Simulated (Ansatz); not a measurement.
# From LDA to G0W0: Y2Ti2O7 (Fd-3m), part 2 of 2

Aim: the quasiparticle gap of Y2Ti2O7 (Fd-3m), starting from LDA.

Ansatz 0.2.0; LDA, then G0W0 on it, plane waves, PAW. Known limits of the many-body steps: finite bands, screening cutoff and k mesh; no spin-orbit coupling in G0W0.

So far. Step 2 (Bands along the symmetry lines): Over mesh and path the gap is 2.797 eV, from k = (0.500, 0.000, 0.500) to k = Γ. The least direct gap found is 2.809 eV, at k = Γ. Step 3 (The quasiparticle correction): Over all 3 irreducible mesh points the G0W0 gap is 4.644 eV, from k = (0.000, -0.500, -0.500) to k = Γ. The LDA gap of this run on the mesh is 2.782 eV. The two states that bound the G0W0 gap lie that far apart at the start, so the correction of the gap is 4.644 − 2.782 = +1.862 eV.

In doubt: masses and optical values from hybrid runs of this build are listed as unsure (in some of the runs), which bears on the screening that GW takes from such a start.

## (4) Spin-orbit coupling in LDA

This run has two-component orbitals with spin-orbit coupling.

This step: DFT, LDA with spin-orbit coupling, plane waves, PAW.

Contents of input.yaml:

```yaml
crystal:
  lattice:
    - [0.0, 5.0493, 5.0493]
    - [5.0493, 0.0, 5.0493]
    - [5.0493, 5.0493, 0.0]
  atoms:
    - { symbol: "Y", position: [0.125, 0.125, 0.125] }
    - { symbol: "Y", position: [0.625, 0.125, 0.125] }
    - { symbol: "Y", position: [0.125, 0.125, 0.625] }
    - { symbol: "Y", position: [0.125, 0.625, 0.125] }
    - { symbol: Ti, position: [0.625, 0.625, 0.625] }
    - { symbol: Ti, position: [0.125, 0.625, 0.625] }
    - { symbol: Ti, position: [0.625, 0.625, 0.125] }
    - { symbol: Ti, position: [0.625, 0.125, 0.625] }
    - { symbol: O, position: [0.5454541437, 0.9545458563, 0.9545458563] }
    - { symbol: O, position: [0.7045458563, 0.2954541437, 0.7045458563] }
    - { symbol: O, position: [0.9545458563, 0.5454541437, 0.5454541437] }
    - { symbol: O, position: [0.2954541437, 0.7045458563, 0.2954541437] }
    - { symbol: O, position: [0.9545458563, 0.5454541437, 0.9545458563] }
    - { symbol: O, position: [0.7045458563, 0.7045458563, 0.2954541437] }
    - { symbol: O, position: [0.5454541437, 0.9545458563, 0.5454541437] }
    - { symbol: O, position: [0.2954541437, 0.2954541437, 0.7045458563] }
    - { symbol: O, position: [0.7045458563, 0.2954541437, 0.2954541437] }
    - { symbol: O, position: [0.9545458563, 0.9545458563, 0.5454541437] }
    - { symbol: O, position: [0.2954541437, 0.7045458563, 0.7045458563] }
    - { symbol: O, position: [0.5454541437, 0.5454541437, 0.9545458563] }
    - { symbol: O, position: [0.0, 0.0, 0.0] }
    - { symbol: O, position: [0.25, 0.25, 0.25] }
kpoints:
  mp_grid: { grid: [4, 4, 4] }
  band_path:
    path:
      - [0.0, 0.0, 0.0]
      - [0.5, 0.0, 0.5]
      - [0.625, 0.25, 0.625]
      - [0.375, 0.375, 0.75]
      - [0.5, 0.5, 0.5]
      - [0.5, 0.25, 0.75]
    npoints: 1
hamiltonian:
  xc: lda
scf:
  occupations: { method: fixed }
  n_extra_bands: 22
magnetization:
  noncollinear: true
  spin_orbit: true
output:
  eigenvalues: true
```

Started as:

```bash
> ansatz run input.yaml --threads 24 --pin off --max-ram 82944MiB --backend cuda --events-out ev --progress --plain --runs-dir out --devices 1 --max-vram 78GiB
```

Numbers of over 12 decimals in the logs are rounded to 6 here.

Log:

```text
[...]
GPUs: using 1 of 1 available (devices: 1).
[...]
non-collinear run that drives no moment, with spin-orbit: no starting moment large enough to seed its density (crystal.atoms[].spin), no starting occupations that ask for one, no magnetisation constraint and no magnetic field, so the semilocal B_xc is pinned to zero
[...]
Crystal: 22 atoms, lattice volume = 257.468 Å³
Basis set: ecut = 420 eV, 5029 PW (Γ)
Bands: 198, of which v1, the nominal top of the filled ones, is band 176 counted from 1 (175 counted from 0)
Symmetry: 48 space group operations + 48 with time reversal
[...]
k-points: 8 of 64
Projection manifold: j_resolved (fully-relativistic pseudo-atomic orbitals)
[...]
SCF iter   1: F=—  HF=-32603.185538 eV  |F-HF|=—  |Δ(HF+E_count)|=         —  Δρ=5.48e-2  dr2=9.31e0  dr2_m=0.00e0 (ungated)  ethr=3.10e-3  |M|=0.00e0 ∫|m|=0.00e0 μB  |m|>n=0.0e0 m-floor=0.0e0 τ_xc=0.0e0  β_m=0.30  ⟨swp⟩=3.0  Hψ=3595  notcnv=0  defer=92
[...]
spin=Noncollinear: Resta preconditioning applied to the charge; magnetization (m_x, m_y, m_z) channels mix plain (no charge-response kernel on spin).
SCF iter   2: F=—  HF=-32602.006808 eV  |F-HF|=—  |Δ(HF+E_count)|=    1.18e0  Δρ=3.78e-2  dr2=3.89e0  dr2_m=0.00e0 (ungated)  ethr=3.10e-3  |M|=0.00e0 ∫|m|=0.00e0 μB  |m|>n=0.0e0 m-floor=0.0e0 τ_xc=0.0e0  β_m=0.51  ⟨swp⟩=2.0  Hψ=1310  notcnv=0  defer=68
[...]
SCF iter   4: F=—  HF=-32601.034938 eV  |F-HF|=—  |Δ(HF+E_count)|=   1.66e-1  Δρ=5.44e-3  dr2=8.46e-2  dr2_m=0.00e0 (ungated)  ethr=4.58e-4  |M|=0.00e0 ∫|m|=0.00e0 μB  |m|>n=0.0e0 m-floor=0.0e0 τ_xc=0.0e0  β_m=0.59  ⟨swp⟩=2.0  Hψ=1324  notcnv=0  defer=92
[...]
SCF 1 converged in 9 iterations: F = -32601.028831 eV  dr2 = 8.23e-8
[...]
SCF converged after 9 iterations
[...]
```

The job ended after 2 s (1 × NVIDIA GB200 (shared by 2 runs) with 24 threads of Arm Neoverse V2, shared host; peak memory 1.7 GiB).

Numbers from this step:

| Property | Result |
| --- | --- |
| gap | 2.793 eV |
| valence top at | Γ |
| conduction bottom at | Γ |
| least direct gap | 2.793 eV |

Over mesh and listed points the gap is 2.793 eV, direct, at k = Γ. LDA+SOC against LDA: 2.793 − 2.797 = −0.004 eV. Mesh, set of files and cutoff are the same, but the valence top lies at another k point, so this need not be the shift of one pair of states. The spin-orbit run sees mesh and listed points alone, so its gap is an upper bound: the coupling can move an edge off these points, and the change over the zone, its sign included where it is small, is not known.

## (5) The runs together

Each gap is the least one over the points named; times are wall times on shared hosts, not benchmarks. A G0W0 time includes the run's own self-consistent start. Runs with listed points see these and the mesh alone, so an edge that moves elsewhere is missed. Rows marked * are further runs, not shown as steps, whose inputs differ from the G0W0 step on the same start in the columns given; solver thresholds can differ too. Rows marked ? have an edge level that the program doubts. Symmetry makes (0.500, 0.000, 0.500) and (0.000, -0.500, -0.500) one point.

| level | mesh | files, cutoff | bands summed, screening | points | gap (eV) | valence top | conduction bottom | least direct gap (eV) | time |
| --- | --- | --- | --- | --- | --- | --- | --- | --- | --- |
| LDA | 4×4×4 | soft_2 PAW, 420 eV | - | mesh and path | 2.797 | (0.500, 0.000, 0.500) | Γ | 2.809 | 1.8 s |
| LDA+SOC | 4×4×4 | soft_2 PAW, 420 eV | - | mesh and listed points | 2.793 | Γ | Γ | 2.793 | 2 s |
| G0W0@LDA*? | 2×2×2 | soft_2 PAW, 420 eV | 247, 42 eV | all 3 irreducible mesh points | 4.922 | Γ | Γ | 4.922 | 2.1 s |
| G0W0@LDA* | 2×2×2 | soft_2 PAW, 420 eV | 538, 84 eV | all 3 irreducible mesh points | 4.644 | Γ | Γ | 4.644 | 3.1 s |
| G0W0@LDA | 2×2×2 | soft_2 PAW, 420 eV | 1056, 140 eV | all 3 irreducible mesh points | 4.644 | (0.000, -0.500, -0.500) | Γ | 4.650 | 4.5 s |
| G0W0@LDA* | 2×2×2 | soft_2 PAW, 420 eV | 538, 84 eV, plasmon pole | all 3 irreducible mesh points | 4.752 | Γ | Γ | 4.752 | 3.3 s |

Computed less measured, in eV, for the reports listed at the start; nothing is added to the computed values:

| row | computed (eV) | 3.44 eV (2020) |
| --- | --- | --- |
| LDA, gap | 2.797 | −0.643 |
| LDA+SOC, gap | 2.793 | −0.647 |
| G0W0@LDA, gap | 4.644 | +1.204 |
| G0W0@LDA, least direct gap | 4.650 | +1.210 |

## (6) Summary of results

| Property | Result |
| --- | --- |
| LDA gap over mesh and path | 2.797 eV, from k = (0.500, 0.000, 0.500) to k = Γ |
| G0W0@LDA gap over all 3 irreducible mesh points | 4.644 eV, from k = (0.000, -0.500, -0.500) to k = Γ |
| LDA+SOC gap over mesh and listed points | 2.793 eV |
| GW settings | 2×2×2 mesh, 968 empty bands, screening to 140 eV |
| known limits | finite bands, screening cutoff and k mesh; no spin-orbit coupling in G0W0 |

What this shows: Over all 3 irreducible mesh points the G0W0 gap is 4.644 eV, from k = (0.000, -0.500, -0.500) to k = Γ. The LDA gap of this run on the mesh is 2.782 eV. The two states that bound the G0W0 gap lie that far apart at the start, so the correction of the gap is 4.644 − 2.782 = +1.862 eV. The valence state moves by 8.986 − 9.262 = −0.276 eV and the conduction state by 13.629 − 12.044 = +1.585 eV, on the run's own scale; how far single levels stand from their limit in bands is not shown. Both edges that LDA shows over mesh and path lie at k points where levels were corrected. Levels at other points were not corrected, so a lower G0W0 gap elsewhere in the zone is not ruled out. From 247 bands and 42 eV to 1056 bands and 140 eV the gap moves by 4.644 − 4.922 = −0.278 eV (rung by rung 4.922, 4.644, 4.644 eV); bands and screening cutoff rise together, so their parts are not told apart. The states that bound the gap change along the series, so no limit is drawn and it is not known. With the plasmon pole model in place of the contour deformation model and all else as in the G0W0@LDA row with 538 bands, the gap differs by 4.752 − 4.644 = +0.108 eV. G0W0 on other starts in this series, not shown as steps and not all at these settings: 5.064 eV on HSE06 (2×2×2, soft_2 PAW, 538 bands, 84 eV). LDA+SOC against LDA: 2.793 − 2.797 = −0.004 eV. Mesh, set of files and cutoff are the same, but the valence top lies at another k point, so this need not be the shift of one pair of states. The spin-orbit run sees mesh and listed points alone, so its gap is an upper bound: the coupling can move an edge off these points, and the change over the zone, its sign included where it is small, is not known. What spin-orbit coupling does to the G0W0 levels was not computed, so no sum with the G0W0 gap is formed. Against experiment, G0W0@LDA at 4.644 eV lies +1.204 eV from 3.44 eV (2020). The differences hold parts that these runs do not separate: finite bands, cutoffs and mesh, points of the zone that were not corrected, the start of G0W0, spin-orbit coupling missing from it, static nuclei, no electron-hole attraction, and what each experiment reads as the gap. How much each gives is not known from the steps shown. The G0W0 runs are scalar-relativistic. No pair of G0W0 runs that differ in the mesh alone is shown (2×2×2 is a supercell whose nearest images lie 14 Å apart), so the error from the mesh is not known here. G0W0 is shown with one set of atomic data (soft_2 PAW), so the error from the files is not known here.

[Paths, hosts, dates, memory and timing lines, banners, echoed tables and standing remarks are left out of the program output.]

[Logs are printed without paths, hosts, clocks, repeated set-up lines and the standing remarks that a program may print on its own settings, such as how far it seeks lower states.]

[Runs of the session that timed out or met a known fault of the program may be left out.]

[Cells called generated may have been cut or substituted from an entry of the Crystallography Open Database or the Materials Project.]

[Hosts, paths, dates, database ids (printed as entryN), source tags and the programs' standing remarks are cut or masked in the printed files.]

[Where an RPA ε∞ is given, it is that of the G0W0 mesh and is not shown converged in it. Names of k-points follow the symmetry that the program found, which can be lower than the space group named. Band edges on a path are those of the sampled points; other points can move an edge, and change direct to indirect where valleys lie close.]

[Hybrid gaps are those of their k-mesh and are not shown converged in it.]
